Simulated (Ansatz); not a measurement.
## Work function of Pb(100): what the settings cost and change

Aim: the numerical settings behind the work function of Pb(100), with the cost of each.

Main program and level: Ansatz 0.2.0; plane-wave DFT, PBE, Ansatz PAW.

### 1. Starting point

The cell holds 7 atoms: 7 Pb. Its edges and angles: a = 3.500 Å, b = 3.500 Å, c = 32.850 Å, α = 90.0°, β = 90.0°, γ = 90.0°. Vacuum lies along c.

### 2. Run, setting cutoff 200 eV

A work function rests on the faint tail of the density, so the SCF threshold is tight. The cutoff is raised first; then mesh and smearing are varied at the default cutoff.

Contents of input.yaml:

```yaml
crystal:
  lattice:
    - [3.5001785669, 0.0, 0.0]
    - [0.0, 3.5001785669, 0.0]
    - [0.0, 0.0, 32.85]
  atoms:
    - { symbol: Pb, position: [0.0, 0.0, 0.2739726027] }
    - { symbol: Pb, position: [0.5, 0.5, 0.3493150685] }
    - { symbol: Pb, position: [0.0, 0.0, 0.4246575342] }
    - { symbol: Pb, position: [0.5, 0.5, 0.5] }
    - { symbol: Pb, position: [0.0, 0.0, 0.5753424658] }
    - { symbol: Pb, position: [0.5, 0.5, 0.6506849315] }
    - { symbol: Pb, position: [0.0, 0.0, 0.7260273973] }
kpoints:
  mp_grid: { grid: [12, 12, 1] }
hamiltonian:
  xc: pbe
scf:
  occupations: { method: fermi_dirac, width: 0.1 }
  convergence: { dr2_threshold: 1.0e-09 }
efield:
  axis: 3
  dipole_correction: true
  ramp_position: 0.97
  ramp_width: 0.06
basis:
  ecutwfc: "200 eV"
output:
  write_potential: true
  write_density: true
  volumetric_format: npy
  elf: true
```

Command:

```sh
> ansatz run input.yaml --threads 2 --pin off --max-ram 3072MiB --backend cpu --events-out ev --progress --plain --runs-dir out
```

Numbers of over 12 decimals in the logs are rounded to 6 here.

The program printed:

```text
Warning: basis.ecutwfc = 200 eV is below the records' recommended 420 eV, and the density's cutoff is lower with it unless basis.ecutrho_ratio is high enough to keep the records' density cutoff: compare with a run at a higher cutoff
Engine: ansatz 0.2.0, aarch64-unknown-linux-gnu
Pseudopotentials: kind: paw
Pseudopotential: Pb, paw, valence charge 14, recommended cutoff 420 eV (normal), Pb.paw.azcp
Functional definition: PBE
  parameter kappa = 0.804
  parameter beta = 0.066725
  exchange = pbe_x(kappa = kappa, mu = beta*pi^2/3)
  correlation = pbe_c(beta = beta)
Crystal: 7 atoms, lattice volume = 402.454 Å³
Basis set: ecut = 200 eV, 2539 PW (Γ)
Bands: 59, of which v1, the nominal top of the filled ones, is band 49 counted from 1 (48 counted from 0)
Symmetry: 8 space group operations
k-points: 28 of 144
Non-local potential: Pb, projectors of the file, l = 0: 2, l = 1: 2, l = 2: 2, l = 3: 2
PAW form: soft (Blöchl's): semilocal exchange-correlation on the pseudo side does not see the compensation charge
PAW one-centre angular grid: Pb, 590 points (default); XC on 64 Gauss nodes
Initial density: superposition of atomic densities (neutral atoms: chi_scale 0, normalization atom), corrected by the library's trained network
Initial wavefunctions: pseudopotential atomic-orbital guess
Functional: x = pbe(κ = 0.804, μ = 0.219515), c = pbe(β = 0.066725)
SCF iter   1: F=—  HF=-83309.448888 eV  |F-HF|=—  |Δ(HF+E_count)|=         —  Δρ=5.02e-2  dr2=5.24e0  ethr=1.77e-3  p=0.000 e·Å  D=3.65e-14 V/Å  ΔV_dip=-0.00 eV  dr2_dipole=8.29e-7  V_vac-E_F(+/−)=3.43/3.43 eV  ⟨swp⟩=6.8  Hψ=6320  notcnv=0  defer=4
efield: sawtooth ramp at fractional position 0.9700 (set: `efield.ramp_position`, or a place that a band, a saddle search or an elastic batch's reference lends), width 0.0600; the density the first Hamiltonian is built on has a dipole p = 0.000 e·Å; the dipole correction subtracts the counter field D = 3.65e-14 V/Å, which shifts the + side's vacuum level by -0.00 eV against the − side's; the planar-averaged density in the ramp window peaks in size at 8.2e-6 e/Å³
preconditioner: auto → LDOS  [metal: Δε(μ)=0.013 eV  Ē_g=15.752 eV  σ=0.100 eV  W_gap=0.03  n_scr=74 (ndim 8)  ℏωp=18.3 eV  f_vac=0.435  D(μ)=3.72/eV (n_scr^D=12)  β→1.0]
SCF iter   2: F=—  HF=-83308.033917 eV  |F-HF|=—  |Δ(HF+E_count)|=    1.41e0  Δρ=2.16e-2  dr2=1.63e0  ethr=1.77e-3  p=-0.000 e·Å  D=-1.36e-6 V/Å  ΔV_dip=0.00 eV  dr2_dipole=9.39e-7  V_vac-E_F(+/−)=3.87/3.87 eV  ⟨swp⟩=3.1  Hψ=3744  notcnv=0  defer=19
SCF iter   3: F=—  HF=-83307.213113 eV  |F-HF|=—  |Δ(HF+E_count)|=   8.21e-1  Δρ=1.71e-3  dr2=4.22e-3  ethr=1.66e-3  p=-0.000 e·Å  D=-2.76e-6 V/Å  ΔV_dip=0.00 eV  dr2_dipole=7.05e-8  V_vac-E_F(+/−)=3.76/3.77 eV  ⟨swp⟩=3.0  Hψ=3469  notcnv=0  defer=19
SCF iter   4: F=—  HF=-83307.213808 eV  |F-HF|=—  |Δ(HF+E_count)|=   6.95e-4  Δρ=1.90e-4  dr2=2.78e-4  ethr=4.31e-6  p=-0.000 e·Å  D=-1.16e-6 V/Å  ΔV_dip=0.00 eV  dr2_dipole=2.13e-10  V_vac-E_F(+/−)=3.80/3.80 eV  ⟨swp⟩=2.1  Hψ=3311  notcnv=0  defer=17
SCF iter   5: F=—  HF=-83307.213785 eV  |F-HF|=—  |Δ(HF+E_count)|=   2.34e-5  Δρ=6.48e-5  dr2=3.45e-5  ethr=2.84e-7  p=-0.000 e·Å  D=-6.45e-7 V/Å  ΔV_dip=0.00 eV  dr2_dipole=3.90e-11  V_vac-E_F(+/−)=3.81/3.81 eV  ⟨swp⟩=2.0  Hψ=2984  notcnv=0  defer=17
SCF iter   6: F=—  HF=-83307.213799 eV  |F-HF|=—  |Δ(HF+E_count)|=   1.42e-5  Δρ=1.72e-5  dr2=2.24e-6  ethr=3.52e-8  p=-0.000 e·Å  D=-5.85e-8 V/Å  ΔV_dip=0.00 eV  dr2_dipole=2.27e-10  V_vac-E_F(+/−)=3.81/3.81 eV  ⟨swp⟩=2.9  Hψ=3242  notcnv=0  defer=17
SCF iter   7: F=—  HF=-83307.213791 eV  |F-HF|=—  |Δ(HF+E_count)|=   8.41e-6  Δρ=3.65e-6  dr2=1.52e-7  ethr=2.28e-9  p=-0.000 e·Å  D=-7.94e-9 V/Å  ΔV_dip=0.00 eV  dr2_dipole=7.14e-12  V_vac-E_F(+/−)=3.81/3.82 eV  ⟨swp⟩=2.0  Hψ=2877  notcnv=0  defer=17
SCF iter   8: F=—  HF=-83307.213791 eV  |F-HF|=—  |Δ(HF+E_count)|=   3.72e-8  Δρ=1.11e-6  dr2=8.92e-9  ethr=1.55e-10  p=-0.000 e·Å  D=-7.32e-9 V/Å  ΔV_dip=0.00 eV  dr2_dipole=6.48e-15  V_vac-E_F(+/−)=3.82/3.82 eV  ⟨swp⟩=2.0  Hψ=2948  notcnv=0  defer=17
SCF iter   9: F=-83307.213791 eV  HF=-83307.213791 eV  |F-HF|=3.20e-10  |Δ(HF+E_count)|=   1.88e-9  Δρ=2.92e-7  dr2=8.05e-10  ethr=1.02e-12  p=-0.000 e·Å  D=-3.02e-9 V/Å  ΔV_dip=0.00 eV  dr2_dipole=5.09e-15  V_vac-E_F(+/−)=3.82/3.82 eV  ⟨swp⟩=7.3  Hψ=5056  notcnv=0
WARN: efield: at this solve's end the planar-averaged density reaches 3.07e-5 e/Å³ inside the ramp window [0.9396, 0.0604] (bound 1e-5 e/Å³), and 2.80e-5 e/Å³ on another of its planes; the window's nearer edge stands 7.01 Å from this solve's nearest atom along the axis. Its work functions, free energy, forces, stress, dipole, levels and responses can be off, and this figure does not tell by how much. A short vacuum, a low `basis.ecutwfc` or `basis.ecutrho_ratio` and negative occupations (`scf.occupations.method`) can put density there. See the manual's quickstart, § The vacuum guard
SCF 1 converged in 9 iterations: F = -83307.213791 eV  dr2 = 8.05e-10
  greatest PAW one-centre occupation: 1.034 electrons in one spin orbital (limit 2), on the Pb atom at site 0 (counted from 0), in its partial waves of l = 2
WARN: The output density's exchange-correlation potential varies sharply where the density is thin. Do not read a vacuum level from v_tot or v_xc, or from such a field of the output density. On a cell that repeats whose density bears no net charge and no dipole along the vacuum's axis use v_es (v_loc + v_h of the components); under efield.dipole_correction with no amplitude use v_es + v_field, which holds any externa [...]
SCF converged after 9 iterations
Free energy (F): -83307.213791 eV
Harris-Foulkes:  -83307.213791 eV  (|F-HF|=3.20e-10)
Internal energy: -83307.090489 eV  (E = F + TS)
E sigma→0 (E₀):  -83307.152140 eV
Entropy (-TS):   -0.123302 eV (-17.615 meV/atom)
Fermi energy:    4.144438 eV
Dipole field:    D = 0.000000 V/Å  (p = 0.000000 e·Å, saw-weighted, corrected)
Work function:   Φ+ = 3.8151 eV (in doubt: plateau slope 1.1e-2 eV/Å)   Φ− = 3.8166 eV
Levels:          The Fermi level and band energies are counted from a zero that moves with the ramp; work functions are not
Vacuum region:   at the solve's end the planar-averaged density reaches 3.07e-5 e/Å³ inside the ramp window [0.9396, 0.0604] (bound 1e-5 e/Å³), and 2.80e-5 e/Å³ on another of its planes
--- Per-component energies (eV) ---
  E_band       = -992.786364
  E_kinetic    = 2172.939842
  E_local      = -95094.285208  (includes V_loc(G=0)·N_el)
  E_nonlocal   = 2267.217758
  E_hartree    = 46423.400848
  E_xc         = -1582.438837
  E_vxc        = -973.505010  (∫ρ·V_xc dr)
  E_paw        = -72730.834640  (= ΣΔE_a)
  E_vpaw       = -2211.966460  (= ΣTr[D̂ρ^β])
  E_aug_tail   = 0.006481  (compensation charges beyond the density's cutoff)
  E_efield     = 0.000000  (sawtooth field / dipole correction)
  E_vefield    = 0.000000  (∫n·V_field dr)
  E_ewald      = 35236.903267
  E_smearing   = -0.123302  (= −TS)
  E_closure    = -0.000000  (closes the sum)
  Σ components = -83307.213791   (vs F -83307.213791, Δ=0.00e0)
--- Band table (eV; the first three rows and the last of 28) ---
  k-point 0: bands = [... 45 lower, 5.1954, 6.3932, 6.3932, 6.6185, 6.7883, 6.7883, 7.2131, 7.4585, ... 6 higher]
  k-point 1: bands = [... 45 lower, 4.8946, 5.5862, 6.1056, 6.1483, 6.5006, 6.9034, 6.9227, 7.2714, ... 6 higher]
  k-point 2: bands = [... 45 lower, 3.8370, 4.3823, 4.7109, 5.4182, 5.8013, 6.7352, 6.8097, 7.0471, ... 6 higher]
  k-point 27: bands = [... 45 lower, 1.3863, 2.0420, 2.0420, 2.8674, 2.8674, 3.8702, 3.8702, 4.5698, ... 6 higher]
```

It took 41 s on 2 threads of Arm Neoverse N1, shared host; peak memory 0.48 GiB.

In the SCF lines HF is the Harris–Foulkes energy and dr2 the Hartree energy of the density residual, in eV; the loop may stop once dr2 is under the threshold and the program's other checks hold. Hψ counts applications of the Hamiltonian.

This step gave:

- energy at zero smearing: -83307.1521 eV
- work function, upper face: 3.815 eV

Running mean over 2.475 Å of the planar mean; the ramp of the sawtooth is left out. The electron's electrostatic potential energy less the Fermi level by z:

| z (Å) | electron's electrostatic potential energy less the Fermi level (eV) |
| --- | --- |
| 3.5 | 3.79 |
| 4.0 | 3.77 |
| 4.5 | 3.76 |
| 5.0 | 3.74 |
| 5.5 | 3.70 |
| 6.0 | 3.60 |
| 6.5 | 3.34 |
| 7.0 | 2.50 |
| 7.5 | 0.290 |
| 8.0 | -2.44 |
| 8.5 | -4.64 |
| 9.0 | -5.48 |
| 9.5 | -5.66 |
| 10.0 | -5.70 |
| 10.5 | -5.71 |
| 11.0 | -5.72 |
| 11.5 | -5.74 |
| 12.0 | -5.76 |
| 12.5 | -5.79 |
| 13.0 | -5.81 |
| 13.5 | -5.81 |
| 14.0 | -5.81 |
| 14.5 | -5.80 |
| 15.0 | -5.78 |
| 15.5 | -5.77 |
| 16.0 | -5.76 |
| 16.5 | -5.75 |
| 17.0 | -5.76 |
| 17.5 | -5.77 |
| 18.0 | -5.79 |
| 18.5 | -5.80 |
| 19.0 | -5.81 |
| 19.5 | -5.81 |
| 20.0 | -5.80 |
| 20.5 | -5.78 |
| 21.0 | -5.76 |
| 21.5 | -5.73 |
| 22.0 | -5.72 |
| 22.5 | -5.71 |
| 23.0 | -5.69 |
| 23.5 | -5.63 |
| 24.0 | -5.36 |
| 24.5 | -4.11 |
| 25.0 | -1.62 |
| 25.5 | 1.06 |
| 26.0 | 2.86 |
| 26.5 | 3.45 |
| 27.0 | 3.64 |
| 27.5 | 3.71 |
| 28.0 | 3.74 |
| 28.5 | 3.76 |
| 29.0 | 3.78 |
| 29.5 | 3.79 |

ELF in the ca plane at fractional y = 0.000, with atoms of Pb within 0.2 Å of it. It is the smooth field of the valence electrons, not physical close to the nuclei.

Values, 5 rows by 16 columns, each cell a mean:
```
0.33 0.21 0.31 0.11 0.18 0.32 0.22 0.31 0.11 0.21 0.30 0.24 0.42 0.06 0.00 0.00
0.30 0.32 0.24 0.14 0.15 0.30 0.33 0.22 0.13 0.17 0.31 0.35 0.28 0.03 0.00 0.00
0.20 0.25 0.16 0.18 0.16 0.21 0.25 0.14 0.17 0.16 0.25 0.28 0.13 0.02 0.00 0.00
0.32 0.34 0.26 0.12 0.15 0.32 0.35 0.25 0.11 0.17 0.32 0.36 0.34 0.04 0.00 0.00
0.31 0.12 0.33 0.11 0.19 0.29 0.14 0.33 0.12 0.22 0.27 0.16 0.43 0.07 0.00 0.00
```
Columns run along c (16.0 Å, from fractional 0.39 to 0.88 of the cell), rows up along a (3.5 Å). Atoms in or near the plane, at fractional coordinates: Pb at (0.42, 0.00), Pb at (0.58, 0.00), Pb at (0.73, 0.00).

Electrostatic potential energy in the ca plane at fractional y = 0.000, with atoms of Pb within 0.2 Å of it. With pseudopotentials it is smooth inside the atoms' cores, unlike the true potential.

Ten even steps from '0' (-38 eV) to '9' (8 eV), each cell a mean:
```
71010068999998501102799999973011058999999999
85100489999999730016899999986100379999999999
98766899999999886678999999998766889999999999
99989999999999999899999999999989999999999999
99999999999999999999999999999999999999999999
99888899999999988889999999999888899999999999
87423689999999863247899999997523689999999999
83000279999998610004899999984000168999999999
71031058999998401302799999972022048999999999
```
Columns run along c (16.0 Å, from fractional 0.39 to 0.88 of the cell; values clipped at the 3rd and 97th percentile), rows up along a (3.5 Å). Atoms in or near the plane, at fractional coordinates: Pb at (0.42, 0.00), Pb at (0.58, 0.00), Pb at (0.73, 0.00).

Valence density in the ca plane at fractional y = 0.000, with atoms of Pb within 0.2 Å of it. It is the smooth field of the valence electrons, not physical close to the nuclei.

Values in e/Å³, 5 rows by 16 columns, each cell a mean:
```
1.3 3.9 0.4 0.1 0.1 1.5 3.8 0.4 0.1 0.1 1.8 3.6 0.3 0.0 0.0 0.0
0.2 0.5 0.1 0.1 0.1 0.2 0.5 0.1 0.1 0.1 0.3 0.4 0.1 0.0 0.0 0.0
0.1 0.1 0.1 0.1 0.1 0.1 0.1 0.1 0.1 0.1 0.1 0.1 0.0 0.0 0.0 0.0
0.4 1.0 0.2 0.1 0.1 0.4 0.9 0.2 0.1 0.1 0.5 0.9 0.1 0.0 0.0 0.0
1.7 5.4 0.5 0.1 0.1 2.0 5.2 0.4 0.1 0.1 2.3 4.9 0.4 0.0 0.0 0.0
```
Columns run along c (16.0 Å, from fractional 0.39 to 0.88 of the cell), rows up along a (3.5 Å). Atoms in or near the plane, at fractional coordinates: Pb at (0.42, 0.00), Pb at (0.58, 0.00), Pb at (0.73, 0.00).

The work function is 3.815 eV. The program marks this work function as in doubt.

### 3. Run

input.yaml: that of step 2 with these lines changed.

```diff
@@ -26,3 +26,3 @@
 basis:
-  ecutwfc: "200 eV"
+  ecutwfc: "300 eV"
 output:
@@ -31,2 +31 @@
   volumetric_format: npy
-  elf: true
```

The program printed:

```text
[...]
Crystal: 7 atoms, lattice volume = 402.454 Å³
Basis set: ecut = 300 eV, 4617 PW (Γ)
Bands: 59, of which v1, the nominal top of the filled ones, is band 49 counted from 1 (48 counted from 0)
Symmetry: 8 space group operations
k-points: 28 of 144
[...]
k-point 0: bands = [... 45 lower, 5.1991, 6.1988, 6.1988, 6.6229, 6.6229, 6.6320, 7.2928, 7.2928, ... 6 higher]
  k-point 1: bands = [... 45 lower, 4.8779, 5.4387, 5.9754, 6.1104, 6.3023, 6.7225, 6.8094, 7.2318, ... 6 higher]
  k-point 2: bands = [... 45 lower, 3.8018, 4.2875, 4.6825, 5.3197, 5.7561, 6.6100, 6.6344, 6.9593, ... 6 higher]
  k-point 27: bands = [... 45 lower, 1.2921, 1.9539, 1.9539, 2.7812, 2.7812, 3.7859, 3.7859, 4.4658, ... 6 higher]
[key lines of the parts left out:]
SCF converged after 8 iterations
Free energy (F): -83344.090700 eV
Fermi energy:    4.054113 eV
Dipole field:    D = -0.000000 V/Å  (p = -0.000000 e·Å, saw-weighted, corrected)
Work function:   Φ+ = 3.7348 eV   Φ− = 3.7348 eV
```

Run time: 55 s. Hardware: 2 threads; peak memory 0.69 GiB; 93 s of CPU time.

The work function is 3.735 eV, -0.080 eV from the run “cutoff 200 eV”, at 1.3 times its CPU time.

### 4. Slab

input.yaml: that of step 3 with these lines changed.

```diff
@@ -26,3 +26,3 @@
 basis:
-  ecutwfc: "300 eV"
+  ecutwfc: "420 eV"
 output:
```

The program printed:

```text
[...]
Crystal: 7 atoms, lattice volume = 402.454 Å³
Basis set: ecut = 420 eV, 7841 PW (Γ)
Bands: 59, of which v1, the nominal top of the filled ones, is band 49 counted from 1 (48 counted from 0)
Symmetry: 8 space group operations
k-points: 28 of 144
[...]
k-point 0: bands = [... 45 lower, 5.1962, 6.1912, 6.1912, 6.6162, 6.6162, 6.6302, 7.2849, 7.2849, ... 6 higher]
  k-point 1: bands = [... 45 lower, 4.8749, 5.4344, 5.9707, 6.1072, 6.2956, 6.7159, 6.8042, 7.2288, ... 6 higher]
  k-point 2: bands = [... 45 lower, 3.7986, 4.2835, 4.6784, 5.3147, 5.7525, 6.6044, 6.6300, 6.9558, ... 6 higher]
  k-point 27: bands = [... 45 lower, 1.2906, 1.9517, 1.9517, 2.7779, 2.7779, 3.7821, 3.7821, 4.4619, ... 6 higher]
[key lines of the parts left out:]
SCF converged after 8 iterations
Free energy (F): -83344.391399 eV
Fermi energy:    4.050616 eV
Dipole field:    D = 0.000000 V/Å  (p = 0.000000 e·Å, saw-weighted, corrected)
Work function:   Φ+ = 3.7356 eV   Φ− = 3.7355 eV
```

Run time: 88 s. Hardware: 2 threads; peak memory 0.98 GiB.

The work function is 3.736 eV, -0.080 eV from the run “cutoff 200 eV”, at 2.2 times its CPU time.

### 5. Run

input.yaml: that of step 4 with these lines changed.

```diff
@@ -26,3 +26,3 @@
 basis:
-  ecutwfc: "420 eV"
+  ecutwfc: "600 eV"
 output:
```

The program printed:

```text
[...]
Crystal: 7 atoms, lattice volume = 402.454 Å³
Basis set: ecut = 600 eV, 13267 PW (Γ)
Bands: 59, of which v1, the nominal top of the filled ones, is band 49 counted from 1 (48 counted from 0)
Symmetry: 8 space group operations
k-points: 28 of 144
[...]
k-point 0: bands = [... 45 lower, 5.1963, 6.1913, 6.1913, 6.6163, 6.6163, 6.6306, 7.2849, 7.2849, ... 6 higher]
  k-point 1: bands = [... 45 lower, 4.8749, 5.4345, 5.9708, 6.1072, 6.2957, 6.7160, 6.8047, 7.2305, ... 6 higher]
  k-point 2: bands = [... 45 lower, 3.7986, 4.2836, 4.6784, 5.3148, 5.7525, 6.6044, 6.6303, 6.9559, ... 6 higher]
  k-point 27: bands = [... 45 lower, 1.2908, 1.9518, 1.9518, 2.7780, 2.7780, 3.7821, 3.7821, 4.4619, ... 6 higher]
[key lines of the parts left out:]
SCF converged after 8 iterations
Free energy (F): -83344.396318 eV
Fermi energy:    4.050645 eV
Dipole field:    D = -0.000000 V/Å  (p = -0.000001 e·Å, saw-weighted, corrected)
Work function:   Φ+ = 3.7354 eV   Φ− = 3.7354 eV
```

It took 2.6 min on 2 threads; peak memory 1.5 GiB.

The work function is 3.735 eV, -0.000 eV from the run “cutoff 420 eV”, at 1.8 times its CPU time.

### 6. Slab

input.yaml: that of step 5 with these lines changed.

```diff
@@ -14,3 +14,3 @@
 kpoints:
-  mp_grid: { grid: [12, 12, 1] }
+  mp_grid: { grid: [2, 2, 1] }
 hamiltonian:
@@ -25,4 +25,2 @@
   ramp_width: 0.06
-basis:
-  ecutwfc: "600 eV"
 output:
```

The program printed:

```text
[...]
Crystal: 7 atoms, lattice volume = 402.454 Å³
Basis set: ecut = 420 eV, 7841 PW (Γ)
Bands: 59, of which v1, the nominal top of the filled ones, is band 49 counted from 1 (48 counted from 0)
Symmetry: 8 space group operations
k-points: 3 of 4
[...]
Work function:   Φ+ = 3.5052 eV   Φ− = 3.5052 eV
[...]
--- Band table (eV) ---
  k-point 0: bands = [... 45 lower, 5.1645, 6.1183, 6.1183, 6.5051, 6.5051, 6.5930, 7.2764, 7.2764, ... 6 higher]
  k-point 1: bands = [... 45 lower, 0.8428, 1.7895, 2.0545, 2.6743, 4.5007, 5.1917, 5.6000, 6.6755, ... 6 higher]
  k-point 2: bands = [... 45 lower, 1.1835, 1.9479, 1.9479, 2.8522, 2.8522, 3.8632, 3.8632, 4.3481, ... 6 higher]
[key lines of the parts left out:]
SCF converged after 11 iterations
Free energy (F): -83349.698096 eV
Fermi energy:    4.306024 eV
Dipole field:    D = 0.000000 V/Å  (p = 0.000000 e·Å, saw-weighted, corrected)
```

The job ended after 8.9 s (2 threads; peak memory 0.59 GiB).

The work function is 3.505 eV, -0.230 eV from the run “cutoff 420 eV”, at 0.070 times its CPU time.

### 7. Run

input.yaml: that of step 6 with these lines changed.

```diff
@@ -14,3 +14,3 @@
 kpoints:
-  mp_grid: { grid: [2, 2, 1] }
+  mp_grid: { grid: [4, 4, 1] }
 hamiltonian:
```

The program printed:

```text
[...]
Crystal: 7 atoms, lattice volume = 402.454 Å³
Basis set: ecut = 420 eV, 7841 PW (Γ)
Bands: 59, of which v1, the nominal top of the filled ones, is band 49 counted from 1 (48 counted from 0)
Symmetry: 8 space group operations
k-points: 6 of 16
[...]
k-point 0: bands = [... 45 lower, 5.1689, 6.1581, 6.1581, 6.6076, 6.6076, 6.6143, 7.2795, 7.2795, ... 6 higher]
  k-point 1: bands = [... 45 lower, 2.4930, 3.2003, 3.6717, 4.2731, 4.9639, 5.6551, 6.3005, 6.9757, ... 6 higher]
  k-point 2: bands = [... 45 lower, 1.0035, 1.6272, 2.1191, 2.5517, 4.5008, 5.2192, 5.5763, 6.7157, ... 6 higher]
  k-point 5: bands = [... 45 lower, 1.2844, 1.9477, 1.9477, 2.7254, 2.7254, 3.7521, 3.7521, 4.4235, ... 6 higher]
[key lines of the parts left out:]
SCF converged after 9 iterations
Free energy (F): -83344.451882 eV
Fermi energy:    4.102152 eV
Dipole field:    D = 0.000000 V/Å  (p = 0.000001 e·Å, saw-weighted, corrected)
Work function:   Φ+ = 3.7128 eV   Φ− = 3.7128 eV
```

It took 19 s on 2 threads; peak memory 0.59 GiB; 28 s of CPU time.

The work function is 3.713 eV, -0.023 eV from the run “cutoff 420 eV”, at 0.18 times its CPU time.

### 8. Slab

input.yaml: that of step 7 with these lines changed.

```diff
@@ -14,3 +14,3 @@
 kpoints:
-  mp_grid: { grid: [4, 4, 1] }
+  mp_grid: { grid: [8, 8, 1] }
 hamiltonian:
```

The program printed:

```text
[...]
Crystal: 7 atoms, lattice volume = 402.454 Å³
Basis set: ecut = 420 eV, 7841 PW (Γ)
Bands: 59, of which v1, the nominal top of the filled ones, is band 49 counted from 1 (48 counted from 0)
Symmetry: 8 space group operations
k-points: 15 of 64
[...]
k-point 0: bands = [... 45 lower, 5.2050, 6.2139, 6.2139, 6.6250, 6.6250, 6.6366, 7.2971, 7.2971, ... 6 higher]
  k-point 1: bands = [... 45 lower, 4.4236, 4.8455, 5.4319, 5.5908, 6.4478, 6.5436, 6.6735, 6.8482, ... 6 higher]
  k-point 2: bands = [... 45 lower, 2.4898, 3.2360, 3.7109, 4.3289, 5.0229, 5.6705, 6.3418, 6.9948, ... 6 higher]
  k-point 14: bands = [... 45 lower, 1.2994, 1.9638, 1.9638, 2.7930, 2.7930, 3.7930, 3.7930, 4.4797, ... 6 higher]
[key lines of the parts left out:]
SCF converged after 8 iterations
Free energy (F): -83344.415541 eV
Fermi energy:    4.020633 eV
Dipole field:    D = -0.000001 V/Å  (p = -0.000002 e·Å, saw-weighted, corrected)
Work function:   Φ+ = 3.7488 eV   Φ− = 3.7487 eV
```

It took 49 s on 2 threads; peak memory 0.78 GiB; 82 s of CPU time.

The work function is 3.749 eV, +0.013 eV from the run “cutoff 420 eV”, at 0.53 times its CPU time.

(Continued in part 2 of 2.)

[Logs are printed without paths, hosts, clocks, repeated set-up lines and the standing remarks that a program may print on its own settings, such as how far it seeks lower states.]

[Hosts, paths, dates, database ids (printed as entryN), source tags and the programs' standing remarks are cut or masked in the printed files.]

[Maps of the electrostatic potential energy from Ansatz leave out the sawtooth potential of an applied field or a dipole correction, so their vacuum need not be flat; planar profiles and work functions include it.]
